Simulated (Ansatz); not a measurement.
**GaIr (Pm-3m): relaxing the cell for a phonon run**

Task: relax GaIr (Pm-3m) tightly.

Main program and level: Ansatz 0.2.0; DFT PBEsol, scalar-relativistic, plane waves, norm-conserving pseudopotentials.

Report form: the programs' logs are mostly left out.

**1. The starting structure**

Symmetry: Pm-3m, No. 221, cubic system. The conventional cell has a = 3.004 Å, b = 3.004 Å, c = 3.004 Å, α = 90.00°, β = 90.00°, γ = 90.00°. Nearest to Ga lie 8 Ir at 2.60 Å. Ir has 8 Ga at 2.60 Å nearest. Farther neighbours are not listed.

Coordinates:

```cif
data_structure
_symmetry_space_group_name_H-M 'P 1'
_symmetry_Int_Tables_number 1
_cell_length_a 3.0040
_cell_length_b 3.0040
_cell_length_c 3.0040
_cell_angle_alpha 90.000
_cell_angle_beta 90.000
_cell_angle_gamma 90.000
_cell_volume 27.11
loop_
_atom_site_label
_atom_site_type_symbol
_atom_site_fract_x
_atom_site_fract_y
_atom_site_fract_z
_atom_site_occupancy
Ga1 Ga 0.00000 0.00000 0.00000 1
Ir2 Ir 0.50000 0.50000 0.50000 1
```

**2. Probe on a coarse mesh**

A quick single point on a coarse mesh tells whether the cell has a gap and how far it is from rest, which sets the k mesh and smearing that follow.

input.yaml

```yaml
crystal:
  lattice:
    - [3.004, 0.0, 0.0]
    - [0.0, 3.004, 0.0]
    - [0.0, 0.0, 3.004]
  atoms:
    - { symbol: Ga, position: [0.0, 0.0, 0.0] }
    - { symbol: Ir, position: [0.5, 0.5, 0.5] }
kpoints:
  mp_grid: { grid: [6, 6, 6] }
hamiltonian:
  xc: pbesol
  pseudopotentials: { kind: nc }
scf:
  occupations: { method: gaussian, width: 0.1 }
output:
  forces: true
  stress: true
  eigenvalues: true
```

Launch:

```
$ ansatz run input.yaml --threads 4 --pin off --max-ram 7168MiB --backend cpu --events-out ev --progress --plain --runs-dir out
```

It took 1.1 s on 4 threads of AMD EPYC 7R43, shared host; peak memory 0.37 GiB; 3.2 s of CPU time.

This step gave:

```yaml
pressure: 4.309 GPa
volume_per_atom: 13.55 Å³
gap_on_the_k_mesh: 0 eV
```

The coarse mesh shows no gap and a pressure of 4.3 GPa.

**3. Relaxation**

Harmonic phonons are second derivatives at a point where the forces vanish, and they are wanted at zero stress, so atoms and cell are relaxed first.

input.yaml, the sections that differ from step 2:

```yaml
kpoints:
  mp_grid: { grid: [12, 12, 12] }
output:
  forces: true
  stress: true
  eigenvalues: true
  write_density: true
  write_potential: true
  elf: true
  volumetric_format: npy
relax:
  adjacent_minimum: "off"
  f_tol: 0.005
  max_steps: 80
  cell: { stress_tol: 0.05 }
# crystal, hamiltonian, scf: as in step 2
```

It took 18 s on 4 threads; peak memory 0.49 GiB; 63 s of CPU time.

Relaxation path:

```
step  energy less that of the first step (eV)  largest force component (eV/Å)  pressure (GPa)  volume (Å³)
   1                                   0.0000                          0.0000            4.17        27.11
   2                                  -0.0036                          0.0000           -2.29        27.82
   3                                  -0.0056                          0.0000           -0.07        27.56
   4                                  -0.0056                          0.0000            0.00        27.56
  5*                                  -0.0058                          0.0000            0.03        27.56
```

Relaxation steps marked * repeat the geometry before them on a plane-wave basis chosen anew for their cell, so energy and pressure can jump there.

The run keeps the 48 symmetry operations that it works with, so distortions that break them were not tested.

```
conventional cell, symmetrised  before  after  change
                         a (Å)   3.004  3.020  +0.5 %
                         b (Å)   3.004  3.020  +0.5 %
                         c (Å)   3.004  3.020  +0.5 %
              volume (Å³/atom)   13.55  13.78  +1.7 %
```

The relaxed structure:

```
Ga Ir
1.0
     3.02044    0.00000    0.00000
     0.00000    3.02044    0.00000
     0.00000    0.00000    3.02044
Ga Ir
1 1
Direct
  0.00000 0.00000 0.00000
  0.50000 0.50000 0.50000
```

Numbers from this step:

| Item | Value |
| --- | --- |
| pressure | 0.02553 GPa |
| volume per atom | 13.78 Å³ |

Electrostatic potential energy in the ac plane at fractional y = 0.500, with atoms of Ir within 0.2 Å of it. With pseudopotentials it is smooth inside the atoms' cores, unlike the true potential.

Values in eV, 16 rows by 16 columns:
```
  21   22   22   22   22   21   21   20   20   20   21   21   22   22   22   22
  22   22   22   21   20   19   17   16   16   16   17   19   20   21   22   22
  22   22   21   20   18   14   10    7    5    7   10   14   18   20   21   22
  22   22   20   18   13    6   -4  -14  -18  -14   -4    6   13   18   20   22
  22   21   19   14    6  -10  -34  -59  -70  -59  -34  -10    6   14   19   21
  22   21   17   10   -4  -34  -81 -125 -144 -125  -81  -34   -4   10   17   21
  21   20   16    7  -14  -59 -125 -185 -185 -185 -125  -59  -14    7   16   20
  21   20   16    5  -18  -70 -144 -185 -185 -185 -144  -70  -18    5   16   20
  21   20   16    7  -14  -59 -125 -185 -185 -185 -125  -59  -14    7   16   20
  22   21   17   10   -4  -34  -81 -125 -144 -125  -81  -34   -4   10   17   21
  22   21   19   14    6  -10  -34  -59  -70  -59  -34  -10    6   14   19   21
  22   22   20   18   13    6   -4  -14  -18  -14   -4    6   13   18   20   22
  22   22   21   20   18   14   10    7    5    7   10   14   18   20   21   22
  22   22   22   21   20   19   17   16   16   16   17   19   20   21   22   22
  21   22   22   22   22   21   21   20   20   20   21   21   22   22   22   22
  21   21   22   22   22   22   22   21   21   21   22   22   22   22   22   21
```
Columns run along a (3.0 Å; values clipped at the 3rd and 97th percentile), rows up along c (3.0 Å). Atoms in or near the plane, at fractional coordinates: Ir at (0.50, 0.50).

ELF in the ac plane at fractional y = 0.500, with atoms of Ir within 0.2 Å of it. It is the smooth field of the valence electrons, not physical close to the nuclei.

Values, 16 rows by 16 columns:
```
0.22 0.23 0.25 0.28 0.30 0.31 0.31 0.31 0.31 0.31 0.31 0.31 0.30 0.28 0.25 0.23
0.25 0.25 0.27 0.28 0.29 0.28 0.27 0.26 0.25 0.26 0.27 0.28 0.29 0.28 0.27 0.25
0.28 0.28 0.28 0.28 0.28 0.28 0.29 0.29 0.29 0.29 0.29 0.28 0.28 0.28 0.28 0.28
0.31 0.30 0.29 0.28 0.31 0.37 0.44 0.50 0.51 0.50 0.44 0.37 0.31 0.28 0.29 0.30
0.33 0.31 0.28 0.28 0.37 0.53 0.67 0.72 0.73 0.72 0.67 0.53 0.37 0.28 0.28 0.31
0.34 0.31 0.27 0.29 0.44 0.67 0.78 0.72 0.64 0.72 0.78 0.67 0.44 0.29 0.27 0.31
0.35 0.31 0.26 0.29 0.50 0.72 0.72 0.40 0.14 0.40 0.72 0.72 0.50 0.29 0.26 0.31
0.36 0.31 0.25 0.29 0.51 0.73 0.64 0.14 0.00 0.14 0.64 0.73 0.51 0.29 0.25 0.31
0.35 0.31 0.26 0.29 0.50 0.72 0.72 0.40 0.14 0.40 0.72 0.72 0.50 0.29 0.26 0.31
0.34 0.31 0.27 0.29 0.44 0.67 0.78 0.72 0.64 0.72 0.78 0.67 0.44 0.29 0.27 0.31
0.33 0.31 0.28 0.28 0.37 0.53 0.67 0.72 0.73 0.72 0.67 0.53 0.37 0.28 0.28 0.31
0.31 0.30 0.29 0.28 0.31 0.37 0.44 0.50 0.51 0.50 0.44 0.37 0.31 0.28 0.29 0.30
0.28 0.28 0.28 0.28 0.28 0.28 0.29 0.29 0.29 0.29 0.29 0.28 0.28 0.28 0.28 0.28
0.25 0.25 0.27 0.28 0.29 0.28 0.27 0.26 0.25 0.26 0.27 0.28 0.29 0.28 0.27 0.25
0.22 0.23 0.25 0.28 0.30 0.31 0.31 0.31 0.31 0.31 0.31 0.31 0.30 0.28 0.25 0.23
0.22 0.22 0.25 0.28 0.31 0.33 0.34 0.35 0.36 0.35 0.34 0.33 0.31 0.28 0.25 0.22
```
Columns run along a (3.0 Å), rows up along c (3.0 Å). Atoms in or near the plane, at fractional coordinates: Ir at (0.50, 0.50).

Valence density in the ac plane at fractional y = 0.500, with atoms of Ir within 0.2 Å of it. It is the smooth field of the valence electrons, not physical close to the nuclei.

Ten even steps from '0' (0.1 e/Å³) to '9' (8.2 e/Å³):
```
0000000000000000
0000000000000000
0000000000000000
0000011222110000
0000124676421000
0000148999841000
0000269757962000
0000279515972000
0000269757962000
0000148999841000
0000124676421000
0000011222110000
0000000000000000
0000000000000000
0000000000000000
0000000000000000
```
Columns run along a (3.0 Å), rows up along c (3.0 Å). Atoms in or near the plane, at fractional coordinates: Ir at (0.50, 0.50).

In this step the volume went from 13.55 to 13.78 Å³/atom.

**4. Tight relaxation**

Phonons need a cell at rest on their own settings, so the relaxation is repeated with tight tolerances on forces and stress, using the mesh and the filling of the phonon run that follows.

input.yaml, the sections that differ from step 3:

```yaml
crystal:
  lattice:
    - [3.0204357621, 0.0, 0.0]
    - [0.0, 3.0204357621, 0.0]
    - [0.0, 0.0, 3.0204357621]
  atoms:
    - { symbol: Ga, position: [0.0, 0.0, 0.0] }
    - { symbol: Ir, position: [0.5, 0.5, 0.5] }
scf:
  occupations: { method: methfessel_paxton, width: 0.15 }
relax:
  adjacent_minimum: "off"
  f_tol: 0.001
  max_steps: 60
  cell: { stress_tol: 0.01 }
# kpoints, hamiltonian, output: as in step 3
```

Run time: 9.3 s. Hardware: 4 threads; peak memory 0.46 GiB.

Little changed from the start: no atom moved by 0.005 Å and no cell edge by 0.1 %.

Numbers from this step:

```
pressure : 0.004466 GPa
```

Valence density in the ac plane at fractional y = 0.000, with atoms of Ga within 0.2 Å of it. It is the smooth field of the valence electrons, not physical close to the nuclei.

Ten even steps from '_' (-3 e/Å³) to '@' (12 e/Å³):
```
==%%@@==::..............::==@@%%
@@@@**::::..............::::**@@
++==::::..................::::==
::::::......................::::
::..............................
................................
................................
................................
................................
................................
::..............................
::::::......................::::
++==::::..................::::==
@@@@**::::..............::::**@@
==%%@@==::..............::==@@%%
__==@@++::::..........::::++@@==
```
Columns run along a (3.0 Å), rows up along c (3.0 Å). Atoms in or near the plane, at fractional coordinates: Ga at (0.00, 0.00).

ELF in the ac plane at fractional y = 0.000, with atoms of Ga within 0.2 Å of it. It is the smooth field of the valence electrons, not physical close to the nuclei.

Values, 16 rows by 16 columns:
```
0.00 0.09 0.44 0.39 0.13 0.18 0.23 0.24 0.22 0.24 0.23 0.18 0.13 0.39 0.44 0.09
0.35 0.44 0.47 0.23 0.13 0.21 0.26 0.26 0.25 0.26 0.26 0.21 0.13 0.23 0.47 0.44
0.44 0.39 0.23 0.12 0.18 0.26 0.30 0.29 0.28 0.29 0.30 0.26 0.18 0.12 0.23 0.39
0.14 0.13 0.13 0.18 0.26 0.32 0.33 0.31 0.31 0.31 0.33 0.32 0.26 0.18 0.13 0.13
0.17 0.18 0.21 0.26 0.32 0.35 0.34 0.33 0.33 0.33 0.34 0.35 0.32 0.26 0.21 0.18
0.22 0.23 0.26 0.30 0.33 0.34 0.35 0.35 0.34 0.35 0.35 0.34 0.33 0.30 0.26 0.23
0.23 0.24 0.26 0.29 0.31 0.33 0.35 0.35 0.36 0.35 0.35 0.33 0.31 0.29 0.26 0.24
0.22 0.22 0.25 0.28 0.31 0.33 0.34 0.36 0.36 0.36 0.34 0.33 0.31 0.28 0.25 0.22
0.23 0.24 0.26 0.29 0.31 0.33 0.35 0.35 0.36 0.35 0.35 0.33 0.31 0.29 0.26 0.24
0.22 0.23 0.26 0.30 0.33 0.34 0.35 0.35 0.34 0.35 0.35 0.34 0.33 0.30 0.26 0.23
0.17 0.18 0.21 0.26 0.32 0.35 0.34 0.33 0.33 0.33 0.34 0.35 0.32 0.26 0.21 0.18
0.14 0.13 0.13 0.18 0.26 0.32 0.33 0.31 0.31 0.31 0.33 0.32 0.26 0.18 0.13 0.13
0.44 0.39 0.23 0.12 0.18 0.26 0.30 0.29 0.28 0.29 0.30 0.26 0.18 0.12 0.23 0.39
0.35 0.44 0.47 0.23 0.13 0.21 0.26 0.26 0.25 0.26 0.26 0.21 0.13 0.23 0.47 0.44
0.00 0.09 0.44 0.39 0.13 0.18 0.23 0.24 0.22 0.24 0.23 0.18 0.13 0.39 0.44 0.09
0.04 0.00 0.35 0.44 0.14 0.17 0.22 0.23 0.22 0.23 0.22 0.17 0.14 0.44 0.35 0.00
```
Columns run along a (3.0 Å), rows up along c (3.0 Å). Atoms in or near the plane, at fractional coordinates: Ga at (0.00, 0.00).

Electrostatic potential energy in the ac plane at fractional y = 0.000, with atoms of Ga within 0.2 Å of it. With pseudopotentials it is smooth inside the atoms' cores, unlike the true potential.

Values in eV, 16 rows by 16 columns:
```
-51 -51 -32 -14   1  13  18  21  21  21  18  13   1 -14 -32 -51
-38 -32 -20  -7   6  15  19  21  22  21  19  15   6  -7 -20 -32
-17 -14  -7   2  12  17  20  22  22  22  20  17  12   2  -7 -14
 -1   1   6  12  16  19  21  22  22  22  21  19  16  12   6   1
 12  13  15  17  19  21  21  22  22  22  21  21  19  17  15  13
 18  18  19  20  21  21  22  22  22  22  22  21  21  20  19  18
 21  21  21  22  22  22  22  22  21  22  22  22  22  22  21  21
 21  21  22  22  22  22  22  21  21  21  22  22  22  22  22  21
 21  21  21  22  22  22  22  22  21  22  22  22  22  22  21  21
 18  18  19  20  21  21  22  22  22  22  22  21  21  20  19  18
 12  13  15  17  19  21  21  22  22  22  21  21  19  17  15  13
 -1   1   6  12  16  19  21  22  22  22  21  19  16  12   6   1
-17 -14  -7   2  12  17  20  22  22  22  20  17  12   2  -7 -14
-38 -32 -20  -7   6  15  19  21  22  21  19  15   6  -7 -20 -32
-51 -51 -32 -14   1  13  18  21  21  21  18  13   1 -14 -32 -51
-51 -51 -38 -17  -1  12  18  21  21  21  18  12  -1 -17 -38 -51
```
Columns run along a (3.0 Å; values clipped at the 3rd and 97th percentile), rows up along c (3.0 Å). Atoms in or near the plane, at fractional coordinates: Ga at (0.00, 0.00).

The forces vanish by symmetry and the pressure is 0.004 GPa, within the tolerances set. The cell now holds 13.78 Å³/atom.

**5. Summary of results**

- space group after relaxation (within 0.01 Å): Pm-3m
- lattice constant a: 3.020 Å
- lattice constant b: 3.020 Å
- lattice constant c: 3.020 Å
- volume per atom: 13.8 Å³

**Reading.** The forces vanish by symmetry and the pressure is 0.004 GPa, within the tolerances set. The cell now holds 13.78 Å³/atom. The relaxation keeps the symmetry of its start, so it says nothing on stability against lower symmetry. Spin-orbit coupling is left out, which can matter for the heavy elements here.

[Logs are printed without paths, hosts, clocks, repeated set-up lines and the standing remarks that a program may print on its own settings, such as how far it seeks lower states.]

[Hosts, paths, dates, database ids (printed as entryN), source tags and the programs' standing remarks are cut or masked in the printed files.]
